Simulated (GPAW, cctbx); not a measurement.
## Reading charge transfer from structure factors

TiTl2, R-3m (no. 166), a = 4.8958 Å, b = 4.8958 Å, c = 21.4798 Å, α = 90.00°, β = 90.00°, γ = 120.00°.

```
atom  mult.    x    y       z
 Tl1      6    0    0  0.2027
 Tl2      6  1/3  2/3  0.2976
 Ti1      6  2/3  1/3  0.2711
```

The start was made by putting kin elements into a known structure type; the compound need not exist, or be stable, in this form.

Absolute values of the static structure factors of the conventional cell from DFT (PBE, GPAW) against free spherical atoms, in electrons:

```csv
hkl,d (Å),free atoms,crystal
003,7.160,49.37,49.85
101,4.160,71.11,70.14
1 0 -2,3.944,326.26,325.57
006,3.580,116.77,116.95
104,3.328,268.95,268.62
1 0 -5,3.018,632.05,632.09
107,2.486,804.46,802.94
110,2.448,916.67,915.68
009,2.387,82.07,81.35
113,2.316,37.41,37.22
```

**Question.** Which way does charge move, and which reflections show it best?

Project each element's phase sum on the total phase. |F| rises if density moves to atoms that scatter in phase and falls if it moves to atoms that scatter against it; the rule is for low angles, since changes of shape take over beyond. Where all elements are in phase the terms compete, and the compactness of the donor's and the acceptor's density matters too.

| hkl | Tl in phase | Ti in phase | change (e) | (%) |
| --- | --- | --- | --- | --- |
| 003 | 0.0 | +2.3 | +0.49 | +1.0 |
| 101 | +2.3 | -5.5 | -0.97 | -1.4 |
| 1 0 -2 | +5.4 | -4.3 | -0.69 | -0.2 |
| 006 | +2.6 | -4.2 | +0.19 | +0.2 |
| 104 | +3.7 | 0.0 | -0.33 | -0.1 |
| 1 0 -5 | +9.4 | -2.2 | +0.04 | 0.0 |
| 107 | +10.4 | +5.5 | -1.52 | -0.2 |
| 110 | +12.0 | +6.0 | -0.99 | -0.1 |

Low-angle reflections that set elements apart and change by more than 0.05 e: 003, 101, 1 0 -2, 006 and 104 (1 0 -5 hardly moves and tells little). The signs fit a gain of density on Ti and a loss on Tl, apart from 006. The best witness is 101, -1.4 %, where Ti enters with -5.5. The real-space density agrees: Voronoi charges Tl +0.04, Ti -0.09 e. The shortest bond, Ti–Ti, has Δρ = +0.09 e/Å³ at its midpoint, a covalent bond charge.

[Outputs are excerpts: Python notices, other lines and further rows are left out; steps that failed or that the build refused (PBEsol, TPSS) are not shown.]

[Logs are printed without paths, hosts, clocks, repeated set-up lines and the standing remarks that a program may print on its own settings, such as how far it seeks lower states.]
